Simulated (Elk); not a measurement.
# Spin spirals in Fe by the generalised Bloch theorem

Spirals of any wavevector fit in the chemical cell when spin–orbit coupling is left out. What does E(q) of Fe say of its order and magnons?

Main program and level: Elk 11.2.3 (patched build); LDA (Perdew-Wang); all-electron APW+lo, Dirac cores, scalar-relativistic bands.

The database entry behind the starting cell differs from later determinations by our own check (an axis about 0.7 % long against later determinations), so it need not match the best structure at ambient conditions.

**1. Starting point**

Symmetry: Im-3m, No. 229, cubic system. Conventional cell: a = 2.886 Å, b = 2.886 Å, c = 2.886 Å, α = 90.00°, β = 90.00°, γ = 90.00°. Nearest to Fe lie 8 Fe at 2.50 Å.

**2. The state at q = 0**

The energies of all spirals count from this run, made with the same spinor basis and mesh so that errors cancel.

The moments start as ferro +, in the xy plane (a flat spiral, cone angle 90°).

Moments are seeded by fields in the spheres (the last three columns under atoms), set against the wanted direction and reduced each loop.

File elk.in:

```
tasks
  0

xctype
  3

reducebf
  0.5

epsengy
  1e-06

maxscl
  100

rgkmax
  7.0

nempty
  12

swidth
  0.003

lmaxi
  3

spinsprl
  .true.

spinpol
  .true.

vqlss
  0.000000 0.000000 0.000000

sppath
  './'

avec
  -2.72687479783 2.72687479783 2.72687479783
  2.72687479783 -2.72687479783 2.72687479783
  2.72687479783 2.72687479783 -2.72687479783

atoms
  1
  'Fe.in'
  1
  0.0000000000 0.0000000000 0.0000000000   -0.140000 0.000000 0.000000

ngridk
  12 12 12
```

Launch:

```
OMP_NUM_THREADS=2 elk
```

Numbers of over 12 decimals in the logs are rounded to 6 here.

What it wrote:

```text
┌─────────────────────────┐
│ Elk code version 11.2.3 │
└─────────────────────────┘

All units are atomic (Hartree, Bohr, etc.)

┌─────────────────────────────────────────────────┐
│ Ground-state run starting from atomic densities │
└─────────────────────────────────────────────────┘

Lattice vectors :
  -2.726874798       2.726874798       2.726874798
   2.726874798      -2.726874798       2.726874798
   2.726874798       2.726874798      -2.726874798

Reciprocal lattice vectors :
  0.2965383148E-16   1.152085404       1.152085404
   1.152085404      0.2965383148E-16   1.152085404
   1.152085404       1.152085404      0.2965383148E-16

Unit cell volume      :    81.10648601
Brillouin zone volume :    3.058327708

Muffin-tin inner radius fraction :   0.1000000000E-01

Nuclei treated as point charges

Species : 1 (Fe)
 parameters loaded from : Fe.in
 name : iron
 nuclear charge    :   -26.00000000
 electronic charge :    26.00000000
 atomic mass :    101799.2075
 muffin-tin radius :    2.336542848
 number of radial points in muffin-tin :    497
 inner part over the whole radius :   0.9819233484E-02
 number on inner part of muffin-tin    :    350
 approximate nuclear radius :   0.7160107270E-04
 number of mesh points to nuclear radius :    167
 atomic positions (lattice), magnetic fields (Cartesian) :
  1 :   0.00000000  0.00000000  0.00000000   -0.14000000  0.00000000  0.00000000

Total number of atoms per unit cell :    1
Total muffin-tin volume :    53.43303687
 ratio of muffin-tin to unit cell volume :   0.6588010343

Spin treatment :
 spin-polarised
 global magnetic field (Cartesian) :    0.000000000       0.000000000       0.000000000
 non-collinear magnetisation
 spin-spiral state assumed
  q-vector (lattice)   :    0.000000000       0.000000000       0.000000000
  q-vector (Cartesian) :    0.000000000       0.000000000       0.000000000
  q-vector length      :    0.000000000

Number of Bravais lattice symmetries :   48
Number of crystal symmetries         :   48
Crystal has inversion symmetry
Real symmetric eigensolver will be used

k-point grid :     12    12    12
k-point offset :    0.000000000       0.000000000       0.000000000
k-point set is reduced with full crystal symmetry group
Total number of k-points :       72

Muffin-tin radius times maximum |G+k| :    7.000000000
 using average radius
Maximum |G+k| for APW functions       :    2.995879150
Maximum (1/2)|G+k|²                   :    4.487645939
Maximum |G| for potential and density :    12.00000000
Constant for pseudocharge density :    7
 order of it for each species :   14
 order of it for pair densities of each species (exact exchange by exxq0 0: 14) :   10
Radial integration step length :    1

G-vector grid sizes :     20    20    20
Number of G-vectors :     2347

Maximum angular momentum used for
 APW functions            :    8
 outer part of muffin-tin :    6
 inner part of muffin-tin :    3

Total nuclear charge    :   -26.00000000
Total core charge       :    10.00000000
Total valence charge    :    16.00000000
Total excess charge     :    0.000000000
Total electronic charge :    26.00000000

Effective Wigner radius, rₛ :   0.9064236105

Number of empty states         :     12
Total number of valence states :     42
Total number of core states    :     10

Third-order local-orbitals added for an l without core states : T
Total number of local-orbitals :     23

Exchange-correlation functional :      3     0     0
 Perdew-Wang/Ceperley-Alder, Phys. Rev. B 45, 13244 (1992)
 gradient requirement :    0
 local density approximation (LDA)

Smearing type :    3
 Fermi-Dirac
Smearing width :   0.3000000000E-02
Effective electronic temperature (K) :    947.3250744

Mixing type :    3
 Broyden mixing, J. Phys. A: Math. Gen. 17, L317 (1984)

Kohn-Sham potential initialised from atomic data

┌──────────────────────────────┐
│ Self-consistent loop started │
└──────────────────────────────┘

┌─────────────────┐
│ Loop number : 1 │
└─────────────────┘

Energies :
 Fermi                       :     0.188540
 sum of occupied eigenvalues :     -737.48634194583
 electron kinetic            :      1285.1589587045
 core electron kinetic       :      1146.0665329684
 Coulomb                     :     -2502.3163700436
 Coulomb potential           :     -1952.1643517911
 nuclear-nuclear             :     -225.54407463171
 electron-nuclear            :     -2610.3693721546
 Hartree                     :      333.59707674268
 Madelung                    :     -1526.2341941481
 xc potential                :     -70.357395468257
 xc effective B-field        :    -0.112048
 external B-field            :      0.000000
 exchange                    :     -51.300667671734
 correlation                 :     -2.217846
 electron entropic           :    -0.80264700448960E-03
 total energy                :     -1270.6767278076
 (external B-field energy excluded from total)

Density of states at Fermi energy :    26.76401318
 (states/Hartree/unit cell)

Estimated indirect band gap :   0.4025199345E-03
 from k-point 68 to k-point 1
Estimated direct band gap   :   0.6779439691E-02
 at k-point 2

Charges :
 core                        :    10.00000000
 valence                     :    16.00000000
 interstitial                :    1.083175276
 muffin-tins (core leakage)
  species : 1 (Fe)
   atom 1                    :    24.91682472     ( -0.3589114961E-05)
 total in muffin-tins        :    24.91682472
 total calculated charge     :    26.00013075
 total charge                :    26.00000000
 error                       :   0.1307512202E-03

Moments :
 interstitial                :  -0.2907776167E-01 -0.1292434353E-10 -0.1849880203E-10
 muffin-tins
  species : 1 (Fe)
   atom 1                    :    2.408748076     -0.9326319032E-11  0.4553511593E-11
 total in muffin-tins        :    2.408748076     -0.9326319032E-11  0.4553511593E-11
 total moment                :    2.379670314     -0.2225066256E-10 -0.1394529043E-10

┌─────────────────┐
│ Loop number : 2 │
└─────────────────┘

Energies :
 Fermi                       :     0.188934
 sum of occupied eigenvalues :     -737.48857237623
 electron kinetic            :      1284.9705852741
 core electron kinetic       :      1145.9552235839
 Coulomb                     :     -2502.3763889856
 Coulomb potential           :     -1952.1367619342
 nuclear-nuclear             :     -225.54407463171
 electron-nuclear            :     -2610.5176295703
 Hartree                     :      333.68531521636
 Madelung                    :     -1526.3080080186
 xc potential                :     -70.201261786554
 xc effective B-field        :    -0.112187
 external B-field            :      0.000000
 exchange                    :     -51.306168107870
 correlation                 :     -2.217998
 electron entropic           :    -0.80096776122596E-03
 total energy                :     -1270.9307711081
 (external B-field energy excluded from total)

Density of states at Fermi energy :    26.69300171
 (states/Hartree/unit cell)

Estimated indirect band gap :   0.3817362896E-03
 from k-point 51 to k-point 1
Estimated direct band gap   :   0.6767905710E-02
 at k-point 2

Charges :
 core                        :    10.00000000
 valence                     :    16.00000000
 interstitial                :    1.081007665
 muffin-tins (core leakage)
  species : 1 (Fe)
   atom 1                    :    24.91899233     ( -0.3589114568E-05)
 total in muffin-tins        :    24.91899233
 total calculated charge     :    26.00013069
 total charge                :    26.00000000
 error                       :   0.1306884673E-03

Moments :
 interstitial                :  -0.2891376950E-01  0.6822272402E-07  0.8770779824E-08
 muffin-tins
  species : 1 (Fe)
   atom 1                    :    2.410306399      0.4424170308E-06  0.1422231394E-07
 total in muffin-tins        :    2.410306399      0.4424170308E-06  0.1422231394E-07
 total moment                :    2.381392629      0.5106397549E-06  0.2299309377E-07

RMS change in Kohn-Sham potential (target) :   0.3883473276     (  0.1000000000E-05)
Absolute change in total energy (target)   :   0.2540433005     (  0.1000000000E-05)

[... loops 3 to 17 left out ...]

┌──────────────────┐
│ Loop number : 18 │
└──────────────────┘

Energies :
 Fermi                       :     0.280700
 sum of occupied eigenvalues :     -735.59087157289
 electron kinetic            :      1287.0401336583
 core electron kinetic       :      1146.2844908240
 Coulomb                     :     -2503.9576724432
 Coulomb potential           :     -1951.6080262394
 nuclear-nuclear             :     -225.54407463171
 electron-nuclear            :     -2614.2234895133
 Hartree                     :      335.80989170186
 Madelung                    :     -1528.1536593235
 xc potential                :     -70.920782552563
 xc effective B-field        :    -0.102196
 external B-field            :      0.000000
 exchange                    :     -51.432579079097
 correlation                 :     -2.222620
 electron entropic           :    -0.78092766980771E-03
 total energy                :     -1270.5735185109
 (external B-field energy excluded from total)

Density of states at Fermi energy :    26.71908990
 (states/Hartree/unit cell)

Estimated indirect band gap :   0.8075586701E-03
 from k-point 40 to k-point 63
Estimated direct band gap   :   0.4067165408E-02
 at k-point 61

Charges :
 core                        :    10.00000000
 valence                     :    16.00000000
 interstitial                :    1.031055952
 muffin-tins (core leakage)
  species : 1 (Fe)
   atom 1                    :    24.96894405     ( -0.3589114792E-05)
 total in muffin-tins        :    24.96894405
 total calculated charge     :    26.00012572
 total charge                :    26.00000000
 error                       :   0.1257235467E-03

Moments :
 interstitial                :  -0.2969151920E-01  0.4986763951E-05  0.9131707999E-06
 muffin-tins
  species : 1 (Fe)
   atom 1                    :    2.290864437      0.7990259792E-03  0.5869813657E-05
 total in muffin-tins        :    2.290864437      0.7990259792E-03  0.5869813657E-05
 total moment                :    2.261172917      0.8040127432E-03  0.6782984457E-05

RMS change in Kohn-Sham potential (target) :   0.3275452072E-06 (  0.1000000000E-05)
Absolute change in total energy (target)   :   0.9249870345E-06 (  0.1000000000E-05)

Convergence targets achieved

┌──────────────────┐
│ Loop number : 19 │
└──────────────────┘

Energies :
 Fermi                       :     0.280700
 sum of occupied eigenvalues :     -735.59087152305
 electron kinetic            :      1287.0401335642
 core electron kinetic       :      1146.2844908092
 Coulomb                     :     -2503.9576723015
 Coulomb potential           :     -1951.6080262355
 nuclear-nuclear             :     -225.54407463171
 electron-nuclear            :     -2614.2234892232
 Hartree                     :      335.80989155341
 Madelung                    :     -1528.1536591837
 xc potential                :     -70.920782441915
 xc effective B-field        :    -0.102196
 external B-field            :      0.000000
 exchange                    :     -51.432579064892
 correlation                 :     -2.222620
 electron entropic           :    -0.78092795946783E-03
 total energy                :     -1270.5735184499
 (external B-field energy excluded from total)

Density of states at Fermi energy :    26.71910512
 (states/Hartree/unit cell)

Estimated indirect band gap :   0.8075365079E-03
 from k-point 40 to k-point 63
Estimated direct band gap   :   0.4067149001E-02
 at k-point 61

Charges :
 core                        :    10.00000000
 valence                     :    16.00000000
 interstitial                :    1.031055956
 muffin-tins (core leakage)
  species : 1 (Fe)
   atom 1                    :    24.96894404     ( -0.3589114982E-05)
 total in muffin-tins        :    24.96894404
 total calculated charge     :    26.00012572
 total charge                :    26.00000000
 error                       :   0.1257235409E-03

Moments :
 interstitial                :  -0.2969161844E-01  0.4543200666E-05  0.9121516842E-06
 muffin-tins
  species : 1 (Fe)
   atom 1                    :    2.290864188      0.8332443114E-03  0.6004918319E-05
 total in muffin-tins        :    2.290864188      0.8332443114E-03  0.6004918319E-05
 total moment                :    2.261172570      0.8377875120E-03  0.6917070003E-05

┌──────────────────────────────┐
│ Self-consistent loop stopped │
└──────────────────────────────┘

Wrote STATE.OUT
```

Run time: 57 s. Hardware: 2 threads of Intel Xeon 6975P-C (Granite Rapids), shared host; peak memory 0.07 GiB.

This step gave:

| Quantity | Value |
| --- | --- |
| density of states at the Fermi level | 0.9819 states/eV/cell |
| moment between the spheres | -0.02969, 0, 0 μB |
| magnetization | 2.261, 8.38e-4, 0 μB |
| final state | ferromagnetic |
| largest moment | 2.291 μB |

After 19 cycles the largest moment stands at 2.29 μB.

**3. One pass at q = (0.5, -0.5, 0.5)**

One diagonalisation in the potential of q = 0; by the force theorem the spiral's energy is the band energy with the smearing's entropy term, less that of a like pass at q = 0. The total energy that such a pass prints is not self-consistent and is not used.

Edit elk.in of step 2 so:

```diff
@@ -1,3 +1,3 @@
 tasks
-  0
+  1
 
@@ -13,3 +13,3 @@
 maxscl
-  100
+  1
 
@@ -34,3 +34,3 @@
 vqlss
-  0.000000 0.000000 0.000000
+  0.500000 -0.500000 0.500000
 
@@ -48,3 +48,3 @@
   1
-  0.0000000000 0.0000000000 0.0000000000   -0.140000 0.000000 0.000000
+  0.0000000000 0.0000000000 0.0000000000   -0.000140 0.000000 0.000000
```

Launch:

```
OMP_NUM_THREADS=2 elk
```

What it wrote:

```text
┌─────────────────────────┐
│ Elk code version 11.2.3 │
└─────────────────────────┘

All units are atomic (Hartree, Bohr, etc.)

┌──────────────────────────────────────────┐
│ Ground-state run resuming from STATE.OUT │
└──────────────────────────────────────────┘

Lattice vectors :
  -2.726874798       2.726874798       2.726874798
   2.726874798      -2.726874798       2.726874798
   2.726874798       2.726874798      -2.726874798

Species : 1 (Fe)
 muffin-tin radius :    2.336542848
 atomic positions (lattice), magnetic fields (Cartesian) :
  1 :   0.00000000  0.00000000  0.00000000    0.00000000  0.00000000  0.00000000

Total number of atoms per unit cell :    1
Total muffin-tin volume :    53.43303687
 ratio of muffin-tin to unit cell volume :   0.6588010343

Spin treatment :
 spin-polarised
 global magnetic field (Cartesian) :    0.000000000       0.000000000       0.000000000
 non-collinear magnetisation
 spin-spiral state assumed
  q-vector (lattice)   :   0.5000000000     -0.5000000000      0.5000000000
  q-vector (Cartesian) :    0.000000000       1.152085404      0.1482691574E-16
  q-vector length      :    1.152085404

Number of Bravais lattice symmetries :    8
Number of crystal symmetries         :    8
Crystal has no inversion symmetry
Complex Hermitian eigensolver will be used

k-point grid :     12    12    12
k-point offset :    0.000000000       0.000000000       0.000000000
k-point set is reduced with full crystal symmetry group
Total number of k-points :      294

Muffin-tin radius times maximum |G+k| :    7.000000000
 using average radius
Maximum |G+k| for APW functions       :    2.995879150
Maximum (1/2)|G+k|²                   :    4.487645939
Maximum |G| for potential and density :    12.00000000
Constant for pseudocharge density :    7
 order of it for each species :   14
 order of it for pair densities of each species (exact exchange by exxq0 0: 14) :   10
Radial integration step length :    1

G-vector grid sizes :     20    20    20
Number of G-vectors :     2347

Maximum angular momentum used for
 APW functions            :    8
 outer part of muffin-tin :    6

Number of empty states         :     12
Total number of valence states :     42
Total number of core states    :     10

Third-order local-orbitals added for an l without core states : T
Total number of local-orbitals :     23

Exchange-correlation functional :      3     0     0
 Perdew-Wang/Ceperley-Alder, Phys. Rev. B 45, 13244 (1992)
 gradient requirement :    0
 local density approximation (LDA)

Smearing type :    3
 Fermi-Dirac
Smearing width :   0.3000000000E-02
Effective electronic temperature (K) :    947.3250744

Mixing type :    3
 Broyden mixing, J. Phys. A: Math. Gen. 17, L317 (1984)

Potential read in from STATE.OUT

┌──────────────────────────────┐
│ Self-consistent loop started │
└──────────────────────────────┘

┌─────────────────┐
│ Loop number : 1 │
└─────────────────┘

Reached self-consistent loops maximum

Energies :
 Fermi                       :     0.296419
 sum of occupied eigenvalues :     -735.57304337111
 electron kinetic            :      1286.8845280332
 core electron kinetic       :      1146.2861229832
 Coulomb                     :     -2503.8168593913
 Coulomb potential           :     -1951.7912036629
 nuclear-nuclear             :     -225.54407463171
 electron-nuclear            :     -2613.7381952246
 Hartree                     :      335.46541046504
 Madelung                    :     -1527.9212575598
 xc potential                :     -70.575961849636
 xc effective B-field        :    -0.80433801111161E-01
 external B-field            :      0.000000
 exchange                    :     -51.399590420920
 correlation                 :     -2.223414
 electron entropic           :    -0.22905089910433E-02
 total energy                :     -1270.5576259410
 (external B-field energy excluded from total)

Density of states at Fermi energy :    78.83447885
 (states/Hartree/unit cell)

Estimated indirect band gap :   0.3449338537E-03
 from k-point 269 to k-point 291
Estimated direct band gap   :   0.2610478134E-02
 at k-point 286

Charges :
 core                        :    10.00000000
 valence                     :    16.00000000
 interstitial                :    1.040986479
 muffin-tins (core leakage)
  species : 1 (Fe)
   atom 1                    :    24.95901352     ( -0.3589114787E-05)
 total in muffin-tins        :    24.95901352
 total calculated charge     :    25.99986135
 total charge                :    26.00000000
 error                       :   0.1386491882E-03

Moments :
 interstitial                :   0.2535317947E-02  0.3482820479E-04 -0.5238081836E-05
 muffin-tins
  species : 1 (Fe)
   atom 1                    :    2.108313998      0.8286014632E-03  0.5681651150E-04
 total in muffin-tins        :    2.108313998      0.8286014632E-03  0.5681651150E-04
 total moment                :    2.110849316      0.8634296680E-03  0.5157842967E-04

┌──────────────────────────────┐
│ Self-consistent loop stopped │
└──────────────────────────────┘
```

It took 9.8 s on 2 threads; peak memory 0.07 GiB; 18 s of CPU time.

Read from the output:

```
magnetization  : 2.111, 8.63e-4, 0 μB
final state    : spiral
largest moment : 2.108 μB
```

Moments of a spiral are printed for the first cell, in the frame that turns with it; over the crystal the turning parts cancel.

By that sum this spiral lies +444.1 meV a seeded atom from q = 0.

[end of part 1 of 2]

[Logs and program files are shortened in this print: banners, set-up blocks, solver, clock and traceback lines can be left out without a mark of their own.]

[Logs are printed without paths, hosts, clocks, repeated set-up lines and the standing remarks that a program may print on its own settings, such as how far it seeks lower states.]

[Hosts, paths, dates, database ids (printed as entryN), source tags and the programs' standing remarks are cut or masked in the printed files.]

[Where a cell is said to come from a database of computed structures, the database is the Materials Project.]
